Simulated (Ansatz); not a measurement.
# Does disorder add resistance in series? V(100) layers displaced at 800 K

Two lengths of the disordered region are known. What area resistance does the third give?

How it was computed: Ansatz 0.2.0, plane waves with PAW datasets at their recommended cutoffs (420 eV for most), Fermi-Dirac smearing; ballistic transmission by layer matching. The area resistance is RA = A (h/2e²)(1/T − 1/N), with T the zone-mean transmission per spin and N the lead's channels, both averaged over a few energies near the Fermi level; for magnets each spin is taken apart, with h/e², and the two conduct in parallel. Lateral cell 2x2, PBE, a fresh random draw for each length. Atoms are displaced independently, by 0.126 Å r.m.s. per direction; each RA is scaled by the nominal over the drawn mean square displacement.

The runs, with one result withheld:

```
length (Å)  channels N  RA (fΩ m²)
      6.05       9.911       0.495
      12.1       9.901       0.745
      18.2       9.901           ?
```

Worked fit:

Ohm's law makes RA linear in the length: the slope is (0.745 − 0.495)/(12.1 − 6.05) = 0.0414 fΩ m² per Å, or 41 µΩ cm. Then 0.745 + 0.0414 × 6.05. Predicted: 0.995 fΩ m².

**The withheld run.**

1.07 fΩ m², so the prediction is 6.7 % too low. The three lengths together give 47 µΩ cm. The two increments are 0.25 and 0.32 fΩ m², roughly as Ohm's law has it, though with one draw for each length that is a weak test.

Caveats: The scatterers repeat sideways with the small cell. The slope is a raw one; a model of isotropic scattering puts it 1.01 times the bulk value over these lengths.

[Logs are printed without paths, hosts, clocks, repeated set-up lines and the standing remarks that a program may print on its own settings, such as how far it seeks lower states.]
